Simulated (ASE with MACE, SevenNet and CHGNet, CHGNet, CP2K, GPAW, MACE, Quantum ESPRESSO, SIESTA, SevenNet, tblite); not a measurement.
**Running C(111) slab, H on the bottom face (81 atoms) with machine-learned potentials**

Wanted: machine-learned potentials inputs and outputs for C(111) slab, H on the bottom face (81 atoms), checked against a plane-wave reference.

Program: ASE with MACE, SevenNet and CHGNet. Level of theory: the method is named at each step. Results are calculated unless marked as measured.

### 1. The structure

The cell holds 81 atoms: 72 C and 9 H. Its edges and angles: a = 7.567 Å, b = 7.567 Å, c = 19.783 Å, α = 90.0°, β = 90.0°, γ = 120.0°. It derives from C (diamond-structure). Diamond-structure C (a = 3.567 Å), (111) slab of 8 atomic planes, 3 x 3 surface cells, H on the broken bonds of the bottom face, 12 Å of vacuum; displaced by a Gaussian of 0.02 Å. Then every atom was moved at random, 0.02 Å r.m.s. a Cartesian component (hydrogen 0.6 of that). Regions: slab, 72 atoms (72 C); hydrogen, 9 atoms (9 H). Vacuum lies along c.

The yardstick, on the same geometry:

* method: Kohn-Sham DFT, PBE, SSSP efficiency 1.3.0 pseudopotentials, plane waves (Quantum ESPRESSO 7.5); sssp-pbe-1.3.0-efficiency, cutoffs 60/480 Ry, Γ point
* r.m.s. force component: 1.672 eV/Å
* longest force: 5.94 eV/Å
* time: 3.3 min on 4 MPI ranks of Arm Neoverse V1, shared host
* CPU time: 13 min

### 2. MACE MP-0b2 small potential

Method: machine-learned interatomic potential MACE MP-0b2 small, trained on PBE(+U) plane-wave data.

run.py reads:

```python
import numpy as np
from ase.io import read
import mlip  # loads the published weights by name

atoms = read("structure.xyz")
atoms.calc = mlip.calc("mace-mp-0b2-small")
energy = atoms.get_potential_energy()
forces = atoms.get_forces()
print(f"energy {energy:.6f} eV")
print("forces (eV/A)")
for i, (a, f) in enumerate(zip(atoms, forces)):
    print(f"{i:4d} {a.symbol:2s} {f[0]:10.5f} {f[1]:10.5f} {f[2]:10.5f}")
```

structure.xyz reads:

```xyz
81
Lattice="7.56675 0.00000 0.00000 -3.78337 6.55300 0.00000 0.00000 0.00000 19.78308" Properties=species:S:1:pos:R:3 pbc="T T T"
C -0.00525 5.85910 7.59809
C -1.28475 6.55195 7.10450
C -1.26580 5.11298 9.68224
C -0.03302 5.83027 9.14018
C 2.50777 0.00170 11.74976
C -1.24295 5.09096 11.25202
C 0.02445 5.85471 13.80167
C -1.27632 6.51938 13.30353
C 1.26963 3.67610 7.60758
C 0.00102 4.38835 7.10668
C 0.00136 2.90940 9.68560
C 1.31000 3.69176 9.15798
C -0.03851 4.34071 11.74007
C 0.00057 2.86386 11.21206
C 1.25317 3.66791 13.78999
C -0.01574 4.40571 13.28196
C 2.52635 5.82319 7.61114
C 1.24530 6.53341 7.09936
C 1.22442 5.13382 9.65474
C 2.53021 5.86146 9.12831
C 5.08750 0.01153 11.68092
C 1.21643 5.08814 11.25558
C 2.50456 5.86513 13.76665
C 5.07203 0.01514 13.27247
C 2.48784 1.46807 7.60818
C 1.21855 2.17048 7.09481
C 1.20799 0.75445 9.66542
C 2.57137 1.43858 9.15502
C 1.27943 2.14421 11.70703
C 1.26335 0.68584 11.20553
C 2.53150 1.45522 13.78802
C 1.24704 2.22035 13.21806
C 3.78160 3.65389 7.59908
C 2.55567 4.34071 7.08432
C 2.50524 2.90645 9.60053
C 3.78890 3.65631 9.18370
C 2.51648 4.38514 11.72998
C 2.53116 2.87205 11.27082
C 3.81455 3.66942 13.78722
C 2.55026 4.38769 13.26297
C -2.49400 5.84986 7.63231
C 3.76632 6.54795 7.10311
C 3.76367 5.10852 9.63673
C -2.44776 5.81946 9.18687
C 3.79042 6.49048 11.72009
C 3.81501 5.08382 11.22136
C -2.52808 5.84652 13.76368
C 0.03511 0.02451 13.28988
C 5.03492 1.47167 7.62717
C 3.78406 2.18765 7.08096
C 3.80267 0.73446 9.64128
C 5.04589 1.50024 9.18429
C 3.70654 2.19231 11.73117
C 3.74747 0.72640 11.25380
C 5.07063 1.43878 13.81729
C 3.76987 2.16242 13.25229
[... 21 atom lines left out ...]
H -3.76014 6.54684 5.99882
H 3.80570 2.20757 5.99447
H -2.51787 4.36122 6.02058
H -1.24462 2.18864 6.01722
```

On the command line:

```bash
$ OMP_NUM_THREADS=1 python run.py > output.txt
```

The program printed:

```text
energy -670.669495 eV
forces (eV/A)
   0 C    -0.69336   -1.33766   -0.47948
   1 C     1.06997    0.98011    0.44403
   2 C     1.17203   -0.53181   -0.18918
   3 C     1.30791    0.68512    0.40282
   4 C     0.73149   -0.92477   -0.05869
   5 C    -0.41691    0.77147   -1.46838
   6 C    -0.59110   -0.64619   -3.17445
   7 C     0.66169    1.64641    2.79369
   8 C    -0.31617   -1.23780   -0.71406
   9 C    -0.40884   -0.14951    0.81638
  10 C     0.56774    0.29523   -1.87280
  11 C    -2.36592   -1.58526   -0.40880
  12 C     1.37322    0.42347    0.60788
  13 C     0.34591    1.12683   -0.00559
  14 C     0.36011   -0.18631   -3.22002
  15 C     0.45213   -0.98711    3.33954
  16 C    -0.30221   -0.21420   -1.35371
  17 C     0.92571    1.52011    1.42021
  18 C     1.39291   -0.83058    0.35725
  19 C    -1.00274   -1.52346    1.10277
  20 C    -2.37416   -0.04973    2.54652
  21 C     1.50296    0.39631   -2.25272
  22 C     1.41414   -0.90341   -2.61695
  23 C    -0.49613   -0.04378    2.47718
[...]
73 H    -0.07089    0.02986   -0.02334
  74 H    -0.21207   -0.20366   -0.45827
  75 H    -0.17059   -0.03135   -0.87517
  76 H     0.26386   -0.11233    0.07216
  77 H    -0.10258   -0.13197    0.02574
  78 H    -0.05378   -0.13183   -0.49149
  79 H    -0.06789    0.31601    0.09925
  80 H    -0.12171    0.07076    0.42642
```

Run time: 8.4 s. Hardware: 1 thread of Arm Neoverse V1, shared host; peak memory 0.7 GiB.

Banners, paths, timers and routine set-up lines are dropped from the logs unmarked, and long logs keep their key lines alone; longer cuts are marked.

Against the reference:

```
r.m.s. force component                  : 1.426 eV/Å
r.m.s. difference of force components   : 506.5 meV/Å
longest difference of force vectors     : 2036 meV/Å
force difference over r.m.s. force      : 30.29 %
slope of forces against the reference's : 0.8178
correlation of force components         : 0.9589
```

Length of the force difference by element (eV/Å):

```csv
element,atoms,mean,most
C,72,0.72,2.0
H,9,0.070,0.10
```

Local excerpt of 9 atoms (numbers count through the whole input) about C38, picked at random; x, y, z are measured from there.

```
atom      x      y      z  distance (Å)  bonds     Fx     Fy  Fz (eV/Å)
 C38   0.00   0.00   0.00          0.00      4  -1.68   2.09      -3.49
 C53   1.18  -0.68   0.46          1.43      4   3.98  -0.37       0.44
 C29  -1.25  -0.73   0.44          1.51      4  -1.16   0.58       0.59
 C37  -0.01   1.51   0.46          1.58      4   0.20  -1.22       0.35
 C35  -0.03   0.03  -1.67          1.67      4   1.95   0.36       2.99
 C32  -1.28  -0.65   1.95          2.42      4   0.46  -0.96       4.42
 C56   1.24  -0.71   1.98          2.44      4   0.47   0.60       4.03
 C54   1.22  -2.15  -0.02          2.47      4   1.38   0.29      -2.09
 C40   0.02   1.52   1.99          2.50      4  -0.82   0.43       3.57
```

Atoms are counted from 1 here, from 0 in the log.

Forces lie 30 % from the reference's, at 0.011 times its CPU time (on 1 against 4 cores).

The difference per atom is largest on C (0.72 eV/Å on average, against 0.070 on H).

### 3. SevenNet l3i5 potential

Method: machine-learned interatomic potential SevenNet l3i5, trained on PBE(+U) plane-wave data.

run.py, as its differences from that of step 2:

```diff
@@ -5,3 +5,3 @@
 atoms = read("structure.xyz")
-atoms.calc = mlip.calc("mace-mp-0b2-small")
+atoms.calc = mlip.calc("7net-l3i5")
 energy = atoms.get_potential_energy()
```

structure.xyz is that of step 2.

The program printed:

```text
energy -670.715271 eV
forces (eV/A)
   0 C    -0.57806   -1.04790   -0.67195
   1 C     0.81546    0.80103    0.33895
   2 C     1.18011   -0.81419    0.73445
   3 C     1.47234    0.70835    0.33499
   4 C     0.55329   -0.59094    0.18463
   5 C    -0.09577    0.73637   -2.11463
   6 C    -0.46925   -0.49456   -2.39679
   7 C     0.76068    1.54235    2.49462
   8 C    -0.12751   -0.86167   -0.75111
   9 C    -0.23397   -0.09787    0.64560
  10 C     0.62288    0.33916   -0.65740
  11 C    -2.02968   -1.55946   -0.35784
  12 C     0.98504    0.08589    0.49437
  13 C     0.30415    0.98103   -0.72628
  14 C     0.24807   -0.01294   -2.68267
  15 C     0.58363   -0.98173    2.91862
  16 C    -0.29536   -0.22305   -1.21941
  17 C     0.58334    1.18265    1.19912
  18 C     1.14407   -0.36794    1.33094
  19 C    -0.73051   -1.49406    0.73745
  20 C    -2.08844   -0.04746    2.43117
  21 C     1.44252    0.38036   -2.51132
  22 C     1.21911   -0.80530   -1.76165
  23 C    -0.39032    0.07154    1.68503
[...]
73 H    -0.05586    0.01384   -0.36000
  74 H    -0.13616   -0.15831   -0.71765
  75 H    -0.12005   -0.00184   -1.03912
  76 H     0.15231   -0.05349   -0.27478
  77 H    -0.06983   -0.11790   -0.29781
  78 H    -0.01235   -0.09272   -0.77986
  79 H    -0.03268    0.22156   -0.18772
  80 H    -0.10224    0.06890    0.05514
```

It took 16 s on 1 thread; peak memory 2.2 GiB.

Against the reference:

```yaml
r_m_s_force_component: 1.298 eV/Å
r_m_s_difference_of_force_components: 734.5 meV/Å
longest_difference_of_force_vectors: 2611 meV/Å
force_difference_over_r_m_s_force: 43.92 %
slope_of_forces_against_the_reference_s: 0.7048
correlation_of_force_components: 0.908
```

Against the first run (30 %), the force difference from the reference is 44 %, at 1.9 times the CPU time.

The difference per atom is largest on C (1.2 eV/Å on average, against 0.24 on H).

### 4. CHGNet r2SCAN potential

Method: machine-learned interatomic potential CHGNet r2SCAN, trained on r2SCAN plane-wave data.

run.py, as its differences from that of step 3:

```diff
@@ -5,3 +5,3 @@
 atoms = read("structure.xyz")
-atoms.calc = mlip.calc("7net-l3i5")
+atoms.calc = mlip.calc("chgnet-r2scan")
 energy = atoms.get_potential_energy()
```

structure.xyz is that of step 3.

The program printed:

```text
CHGNet vr2scan initialized with 412,525 parameters
CHGNet will run on cpu
energy -732.771057 eV
forces (eV/A)
   0 C    -0.55207   -0.97062   -0.27735
   1 C     0.88495    0.76160    0.05306
   2 C     0.85064   -0.50010    0.36885
   3 C     0.70996    0.38130   -0.14721
   4 C     0.49727   -0.60487   -0.24255
   5 C    -0.27556    0.52205   -0.94942
   6 C    -0.39199   -0.43317   -3.07430
   7 C     0.90361    1.72170    2.75306
   8 C    -0.19659   -0.89432   -0.48585
   9 C    -0.31136   -0.09041    0.42457
  10 C     0.48391    0.23581   -0.81459
  11 C    -1.75002   -0.92494   -0.49663
  12 C     0.87562    0.22319    0.04257
  13 C     0.16967    0.71327   -0.00773
  14 C     0.18977    0.05141   -3.55754
  15 C     0.45649   -0.96004    3.57431
  16 C    -0.30492   -0.20554   -0.96068
  17 C     0.72747    1.16908    0.85496
  18 C     1.01400   -0.39244    0.89369
  19 C    -0.76528   -1.03486    0.44263
  20 C    -1.61729   -0.07326    1.40655
  21 C     0.87221    0.31184   -1.66988
  22 C     1.41918   -0.77530   -2.50563
  23 C    -0.73457    0.06811    2.64141
[...]
73 H    -0.04415    0.02018    0.21186
  74 H    -0.16142   -0.19695   -0.27305
  75 H    -0.16600   -0.06025   -0.66769
  76 H     0.19083   -0.09990    0.29727
  77 H    -0.12899   -0.06930    0.27491
  78 H    -0.03002   -0.09321   -0.30200
  79 H    -0.08312    0.23688    0.36997
  80 H    -0.06909    0.04559    0.73973
```

Run time: 9 s. Hardware: 1 thread; peak memory 4.5 GiB.

Compared with the plane-wave run:

| Quantity | Value |
| --- | --- |
| r.m.s. force component | 1.263 eV/Å |
| r.m.s. difference of force components | 558.6 meV/Å |
| longest difference of force vectors | 2113 meV/Å |
| force difference over r.m.s. force | 33.4 % |
| slope of forces against the reference's | 0.7295 |
| correlation of force components | 0.9657 |

Against the first run (30 %), the force difference from the reference is 33 %, at 1.1 times the CPU time; this potential was trained at another functional than the reference's, which explains only part of so large a difference.

The difference per atom is largest on C (0.94 eV/Å on average, against 0.30 on H).

### 5. Side by side

Differences are against the plane-wave reference, forces as r.m.s. over components; share is that over the reference's r.m.s. force, slope the least-squares factor from reference forces to these. Total energies of different programs have different zeros and aren't compared.

```
                        run  Δ force, r.m.s. (meV/Å)  share (%)  slope  cores  CPU time  memory (GiB)
                  reference                        -          -      -      4    13 min           3.2
MACE MP-0b2 small potential                      507       30.3  0.818      1     8.3 s           0.7
    SevenNet l3i5 potential                      734       43.9  0.705      1      16 s           2.2
    CHGNet r2SCAN potential                      559       33.4  0.730      1     8.8 s           4.5
```

Times of the machine-learned potentials are mostly Python's start and the loading of weights.

CPU time is summed over cores on a shared host, where runs went side by side, so it is rough. Symmetry, cutoffs, thresholds, outputs and thread counts weren't matched or tuned between programs; memory under MPI is the largest rank's times the ranks.

### 6. What came out

| Quantity | Value |
| --- | --- |
| nearest in forces | MACE MP-0b2 small potential, 30 % |
| its CPU time | 8.3 s |

**Reading.** Machine-learned potentials differ by 30 % (MACE MP-0b2 small potential) to 44 % (SevenNet l3i5 potential); they were trained on other programs' data, some at another functional. Among those trained on PBE data the slope goes as low as 0.70, which softening far from their training structures can give, though the reference's k-sampling is untested too. The electron count is odd in QE PBE, sssp-1.3.0-efficiency, 60/480 Ry, and they have no spin polarisation, so the unpaired electron is spread evenly over both spins. Machine-learned potentials mimic data converged in k, so the reference's own k-point error enters their differences. The runs have no spin polarisation, so any moments at edges, vacancies or dangling bonds can't form. The electronic-structure runs sample only Γ, in a cell whose shortest periodic width is 7 Å, which is coarse for a cell with partly filled levels.

[Also dropped from logs without a mark: logging warnings of Python, and SIESTA's first energy breakdown and zero terms.]

[Logs are printed without paths, hosts, clocks, repeated set-up lines and the standing remarks that a program may print on its own settings, such as how far it seeks lower states.]

[Hosts, paths, dates, database ids (printed as entryN), source tags and the programs' standing remarks are cut or masked in the printed files.]
